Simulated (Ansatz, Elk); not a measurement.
## How far do independent atoms describe Be3Bi?

Structure refinements treat a crystal as free atoms side by side. For a made-up structure of Be3Bi (cell and positions from a PBE relaxation) the runs below show what the calculated density changes in F(hkl).

Main program and level: Elk 11.2.3 (patched build); DFT, PBE, all-electron APW+lo, Dirac cores, scalar-relativistic bands, static density, no spin.

The structure was built from a prototype and need not be the compound's stable phase.

### Step 1. Starting point

It takes space group Pm-3m (No. 221, cubic). The conventional cell has a = 3.909 Å, b = 3.909 Å, c = 3.909 Å, α = 90.00°, β = 90.00°, γ = 90.00°. Nearest to Bi lie 12 Be at 2.76 Å. Nearest to Be lie 8 Be at 2.76 Å and 4 Bi at 2.76 Å. Farther neighbours are not listed.

### Step 2. Ground state and structure factors

An all-electron density is needed, since X-rays see the cores too. Task 0 finds the density and task 195 Fourier-transforms it; tshift is off so that phases refer to the origin typed.

Contents of elk.in:

```
tasks
  0
  195

xctype
  20

spinpol
  .false.

rgkmax
  7.0

gmaxvr
  14.0

lmaxo
  7

lmaxapw
  8

swidth
  0.002

tshift
  .false.

ramdisk
  .false.

hmaxvr
  5.5

maxscl
  120

epspot
  1e-06

sppath
  './'

avec
  7.38701830621 0.00000000000 0.00000000000
  0.00000000000 7.38701830621 -0.00000000000
  0.00000000000 -0.00000000000 7.38701830621

atoms
  2
  'Bi.in'
  1
  -0.0000000000 -0.0000000000 0.0000000000   0.000000 0.000000 0.000000
  'Be.in'
  3
  0.5000000000 0.5000000000 -0.0000000000   0.000000 0.000000 0.000000
  0.5000000000 0.0000000000 0.5000000000   0.000000 0.000000 0.000000
  0.0000000000 0.5000000000 0.5000000000   0.000000 0.000000 0.000000

ngridk
  6 6 6
```

The run is started by

```bash
$ OMP_NUM_THREADS=4 elk
```

Numbers of over 12 decimals in the logs are rounded to 6 here.

The program printed:

```text
┌─────────────────────────┐
│ Elk code version 11.2.3 │
└─────────────────────────┘

All units are atomic (Hartree, Bohr, etc.)

┌─────────────────────────────────────────────────┐
│ Ground-state run starting from atomic densities │
└─────────────────────────────────────────────────┘

Lattice vectors :
   7.387018306       0.000000000       0.000000000
   0.000000000       7.387018306      -0.000000000
   0.000000000      -0.000000000       7.387018306

Reciprocal lattice vectors :
  0.8505712382      -0.000000000      -0.000000000
  -0.000000000      0.8505712382       0.000000000
  -0.000000000       0.000000000      0.8505712382

Unit cell volume      :    403.0951064
Brillouin zone volume :   0.6153639910

Muffin-tin inner radius fraction :   0.1000000000E-01

Nuclei treated as point charges

Species : 1 (Bi)
 parameters loaded from : Bi.in
 name : bismuth
 nuclear charge    :   -83.00000000
 electronic charge :    83.00000000
 atomic mass :    380947.9285
 muffin-tin radius :    2.800000000
 number of radial points in muffin-tin :   1393
 inner part over the whole radius :   0.9976520004E-02
 number on inner part of muffin-tin    :   1001
 approximate nuclear radius :   0.1052171418E-03
 number of mesh points to nuclear radius :    526
 atomic positions (lattice), magnetic fields (Cartesian) :
  1 :   0.00000000  0.00000000  0.00000000    0.00000000  0.00000000  0.00000000

Species : 2 (Be)
 parameters loaded from : Be.in
 name : beryllium
 nuclear charge    :   -4.000000000
 electronic charge :    4.000000000
 atomic mass :    16428.20280
 muffin-tin radius :    1.800000000
 number of radial points in muffin-tin :    593
 inner part over the whole radius :   0.9826427374E-02
 number on inner part of muffin-tin    :    403
 approximate nuclear radius :   0.4290726161E-04
 number of mesh points to nuclear radius :    156
 atomic positions (lattice), magnetic fields (Cartesian) :
  1 :   0.50000000  0.50000000  0.00000000    0.00000000  0.00000000  0.00000000
  2 :   0.50000000  0.00000000  0.50000000    0.00000000  0.00000000  0.00000000
  3 :   0.00000000  0.50000000  0.50000000    0.00000000  0.00000000  0.00000000

Total number of atoms per unit cell :    4
Total muffin-tin volume :    165.2393960
 ratio of muffin-tin to unit cell volume :   0.4099265741

Spin treatment :
 spin-unpolarised

Number of Bravais lattice symmetries :   48
Number of crystal symmetries         :   48
Crystal has inversion symmetry
Real symmetric eigensolver will be used

k-point grid :      6     6     6
k-point offset :    0.000000000       0.000000000       0.000000000
k-point set is reduced with full crystal symmetry group
Total number of k-points :       20

Muffin-tin radius times maximum |G+k| :    7.000000000
 using average radius
Maximum |G+k| for APW functions       :    3.414634146
Maximum (1/2)|G+k|²                   :    5.829863177
Maximum |G| for potential and density :    14.00000000
Constant for pseudocharge density :   10
 order of it for each species :   17  17
 order of it for pair densities of each species (exact exchange by exxq0 0: 18) :   17   6
Radial integration step length :    1

G-vector grid sizes :     35    35    35
Number of G-vectors :    18805

Maximum angular momentum used for
 APW functions            :    8
 outer part of muffin-tin :    7
 inner part of muffin-tin :    2

Total nuclear charge    :   -95.00000000
Total core charge       :    74.00000000
Total valence charge    :    21.00000000
Total excess charge     :    0.000000000
Total electronic charge :    95.00000000

Effective Wigner radius, rₛ :    1.004303795

Number of empty states         :     16
Total number of valence states :     27
Total number of core states    :     74

Third-order local-orbitals added for an l without core states : T
Total number of local-orbitals :     36

Exchange-correlation functional :     20     0     0
 Perdew-Burke-Ernzerhof, Phys. Rev. Lett. 77, 3865 (1996)
 gradient requirement :    1
[...]
correlation                 :     -5.536464
 electron entropic           :    -0.80026675962545E-03
 total energy                :     -21628.951868297

Density of states at Fermi energy :    61.32730793
 (states/Hartree/unit cell)

Estimated indirect band gap :   0.4133803715E-02
 from k-point 12 to k-point 6
Estimated direct band gap   :   0.2523950602E-01
 at k-point 18

Charges :
 core                        :    74.00000000
 valence                     :    21.00000000
 interstitial                :    5.714951177
 muffin-tins (core leakage)
  species : 1 (Bi)
   atom 1                    :    81.31281145     (  0.7370251179E-03)
  species : 2 (Be)
   atom 1                    :    2.657412457     (  0.1117308999E-02)
[...]
total in muffin-tins        :    89.28504882
 total calculated charge     :    94.99568846
 total charge                :    95.00000000
 error                       :   0.4311543719E-02

RMS change in Kohn-Sham potential (target) :    5.930809178     (  0.1000000000E-05)
Absolute change in total energy (target)   :    2.653723432     (  0.1000000000E-03)

[... loops 3 to 13 left out ...]

┌──────────────────┐
│ Loop number : 14 │
└──────────────────┘

Energies :
 Fermi                       :     0.270954
 sum of occupied eigenvalues :     -13393.004420725
 electron kinetic            :      25290.225446266
 core electron kinetic       :      25138.248427945
 Coulomb                     :     -46508.603637524
 Coulomb potential           :     -38150.263016845
 nuclear-nuclear             :     -1414.5516284447
 electron-nuclear            :     -52054.957779669
 Hartree                     :      6960.9057705901
 Madelung                    :     -27433.472129101
 xc potential                :     -532.96685014637
 exchange                    :     -401.82088160073
 correlation                 :     -5.538159
 electron entropic           :    -0.76181876982358E-03
 total energy                :     -21625.737993233

Density of states at Fermi energy :    63.13574975
 (states/Hartree/unit cell)

Estimated indirect band gap :   0.9422013608E-02
 from k-point 4 to k-point 6
Estimated direct band gap   :   0.1014648238E-01
 at k-point 4

Charges :
 core                        :    74.00000000
 valence                     :    21.00000000
 interstitial                :    5.588053823
 muffin-tins (core leakage)
  species : 1 (Bi)
[...]
species : 2 (Be)
[...]
total in muffin-tins        :    89.41194618
 total calculated charge     :    94.99582260
 total charge                :    95.00000000
 error                       :   0.4177401879E-02

RMS change in Kohn-Sham potential (target) :   0.2149241038E-06 (  0.1000000000E-05)
Absolute change in total energy (target)   :   0.5428497025E-04 (  0.1000000000E-03)

Convergence targets achieved

┌──────────────────┐
│ Loop number : 15 │
└──────────────────┘

Energies :
 Fermi                       :     0.270954
 sum of occupied eigenvalues :     -13393.004416532
 electron kinetic            :      25290.225447864
 core electron kinetic       :      25138.248428596
 Coulomb                     :     -46508.603635121
 Coulomb potential           :     -38150.263015228
 nuclear-nuclear             :     -1414.5516284447
 electron-nuclear            :     -52054.957776428
 Hartree                     :      6960.9057697514
 Madelung                    :     -27433.472127507
 xc potential                :     -532.96684916828
 exchange                    :     -401.82088156513
 correlation                 :     -5.538159
 electron entropic           :    -0.76181866650213E-03
 total energy                :     -21625.737989196

Density of states at Fermi energy :    63.13573956
 (states/Hartree/unit cell)

Estimated indirect band gap :   0.9422015501E-02
 from k-point 4 to k-point 6
Estimated direct band gap   :   0.1014648668E-01
 at k-point 4

Charges :
 core                        :    74.00000000
 valence                     :    21.00000000
 interstitial                :    5.588053802
 muffin-tins (core leakage)
  species : 1 (Bi)
[...]
species : 2 (Be)
   atom 1                    :    2.631592198     (  0.1095459676E-02)
   atom 2                    :    2.631592198     (  0.1095459676E-02)
   atom 3                    :    2.631592198     (  0.1095459676E-02)
 total in muffin-tins        :    89.41194620
 total calculated charge     :    94.99582260
 total charge                :    95.00000000
 error                       :   0.4177401803E-02

┌──────────────────────────────┐
│ Self-consistent loop stopped │
└──────────────────────────────┘

Warning : core states of species 1 leak from the muffin-tin :   0.6972662400E-03

Warning : core states of species 2 leak from the muffin-tin :   0.1095459676E-02

Wrote STATE.OUT
```

Wall time 12 s (4 threads of Arm Neoverse V2, shared host); peak memory 0.15 GiB; 26 s of CPU time.

SFACRHO.OUT:

```text

h k l indices transformed by vhmat matrix:
   1.000000000       0.000000000       0.000000000    
   0.000000000       1.000000000       0.000000000    
   0.000000000       0.000000000       1.000000000    

      h      k      l  multipl.   |H|            Re(F)            Im(F)           |F|

      0      0      0      1   0.0000000       94.999999      0.67406335E-18   94.999999    
     -1      0      0      6  0.85057124       73.306580     -0.47816199E-15   73.306580    
      1     -1      0     12   1.2028894       69.521711     -0.27041756E-16   69.521711    
     -1     -1     -1      8   1.4732326       74.224786      0.13180043E-14   74.224786    
      0      0     -2      6   1.7011425       70.979272      0.11864716E-14   70.979272    
     -1     -2      0     24   1.9019351       61.715794     -0.49022373E-15   61.715794    
      1     -2      1     24   2.0834655       59.808352     -0.88451480E-15   59.808352    
      0      2     -2     12   2.4057788       62.837590     -0.68595418E-16   62.837590    
      0     -3      0      6   2.5517137       55.082642     -0.11630155E-14   55.082642    
     -1      2     -2     24   2.5517137       55.086035     -0.37525640E-15   55.086035    
      3      1      0     24   2.6897424       53.774045     -0.20283740E-16   53.774045    
      1     -3      1     24   2.8210257       58.492453      0.37216329E-15   58.492453    
     -2      2      2      8   2.9464652       57.272590     -0.77463378E-15   57.272590    
     -3      2      0     24   3.0667782       50.423649      0.23266605E-15   50.423649    
     -3      1      2     48   3.1825462       49.461046     -0.54390983E-15   49.461046    
      0     -4      0      6   3.4022850       53.030648      0.13133876E-14   53.030648    
      2     -2     -3     24   3.5069951       46.912275      0.24037430E-15   46.912275    
      4     -1      0     24   3.5069951       46.913647     -0.28950715E-15   46.913647
```

Elk indexes on the primitive cell of elk.in and gives |H| = 4π sin θ/λ in inverse bohr. Below, one row stands for each form hkl of the conventional cell (m members, Friedel mates merged), F is for one primitive cell and the density is static (no thermal factor). Free-atom factors are Waasmaier and Kirfel's, and R is Σm||F|−|F'||/Σm|F|.

| hkl | m | sin θ/λ (Å⁻¹) | abs F, DFT | neutral atoms | diff. |
| --- | --- | --- | --- | --- | --- |
| 100 | 6 | 0.128 | 73.307 | 73.494 | -0.188 |
| 110 | 12 | 0.181 | 69.522 | 69.592 | -0.070 |
| 111 | 8 | 0.222 | 74.225 | 74.287 | -0.062 |
| 200 | 6 | 0.256 | 70.979 | 71.177 | -0.198 |
| 210 | 24 | 0.286 | 61.716 | 61.732 | -0.016 |
| 211 | 24 | 0.313 | 59.808 | 59.787 | +0.021 |
| 220 | 12 | 0.362 | 62.838 | 62.817 | +0.021 |
| 300 | 6 | 0.384 | 55.083 | 55.070 | +0.013 |
| 221 | 24 | 0.384 | 55.086 | 55.070 | +0.016 |
| 310 | 24 | 0.405 | 53.774 | 53.768 | +0.006 |
| 311 | 24 | 0.424 | 58.492 | 58.498 | -0.005 |
| 222 | 8 | 0.443 | 57.273 | 57.266 | +0.007 |
| 320 | 24 | 0.461 | 50.424 | 50.421 | +0.002 |
| 321 | 48 | 0.479 | 49.461 | 49.455 | +0.006 |
| 400 | 6 | 0.512 | 53.031 | 53.065 | -0.035 |
| 322 | 24 | 0.527 | 46.912 | 46.901 | +0.011 |
| 410 | 24 | 0.527 | 46.914 | 46.901 | +0.013 |
| 411 | 24 | 0.543 | 46.158 | 46.146 | +0.012 |
| 330 | 12 | 0.543 | 46.160 | 46.146 | +0.015 |
| 331 | 24 | 0.557 | 50.446 | 50.491 | -0.045 |
| 420 | 24 | 0.572 | 49.667 | 49.717 | -0.050 |
| 421 | 48 | 0.586 | 44.126 | 44.111 | +0.015 |

### Step 3. The highest occupied states alone

An energy window below the Fermi level keeps the highest occupied states, to see at which angles they scatter; shallow core shells can lie inside it and anion s states outside. No new self-consistency is needed.

elk.in: that of step 2 with these lines changed.

```diff
@@ -1,3 +1,2 @@
 tasks
-  0
   195
@@ -40,2 +39,5 @@
 
+wsfac
+  -0.280290 0.570950
+
 sppath
```

The run is started by

```bash
$ OMP_NUM_THREADS=4 elk
```

The program printed:

```text
┌─────────────────────────────────┐
│ Elk code version 11.2.3 started │
└─────────────────────────────────┘

Info(readinput): the functional depends on the density's gradient
 muffin-tin radial points multiplied by    2.00000
 (not where nrmtscf is given)

┌────────────────────┐
│ Current task : 195 │
└────────────────────┘

Info(sfacrho): density structure factors written to SFACRHO.OUT

 Energy window :  -0.2802900000      0.5709500000

┌──────────────────┐
│ Elk code stopped │
└──────────────────┘
```

Elapsed: 4.8 s, on 4 threads; peak memory 0.16 GiB.

States within 15 eV below the Fermi level hold 11.00 electrons; any levels below the window count with the cores. Their amplitudes can exceed the total, where window and core parts have opposite phase:

| hkl | sin θ/λ (Å⁻¹) | abs F, window | abs F, all |
| --- | --- | --- | --- |
| 100 | 0.128 | 0.952 | 73.307 |
| 110 | 0.181 | 0.320 | 69.522 |
| 111 | 0.222 | 0.434 | 74.225 |
| 200 | 0.256 | 0.173 | 70.979 |
| 210 | 0.286 | 0.116 | 61.716 |
| 211 | 0.313 | 0.079 | 59.808 |
| 220 | 0.362 | 0.137 | 62.838 |
| 300 | 0.384 | 0.003 | 55.083 |
| 221 | 0.384 | 0.000 | 55.086 |
| 310 | 0.405 | 0.019 | 53.774 |

### Step 4. Another try

In this try the input is made faulty on purpose, to show what that does.

The input is changed as shown.

elk.in: that of step 3 with these lines changed.

```diff
@@ -1,2 +1,3 @@
 tasks
+  0
   195
@@ -39,5 +40,2 @@
 
-wsfac
-  -0.280290 0.570950
-
 sppath
@@ -61,3 +59,3 @@
 
-ngridk
+ngrid
   6 6 6
```

The run is started by

```bash
$ OMP_NUM_THREADS=4 elk
```

The program printed:

```text
┌─────────────────────────────────┐
│ Elk code version 11.2.3 started │
└─────────────────────────────────┘

Error(readinput): invalid block name : ngrid
```

Elapsed: 0.01 s, on 4 threads; peak memory 0.16 GiB.

The program refused the input before any cycle.

The program's message: “Error(readinput): invalid block name : ngrid”

A key was misspelt on purpose.

(Continued in part 2 of 2.)

[Logs are printed without paths, hosts, clocks, repeated set-up lines and the standing remarks that a program may print on its own settings, such as how far it seeks lower states.]

[Hosts, paths, dates, database ids (printed as entryN), source tags and the programs' standing remarks are cut or masked in the printed files.]
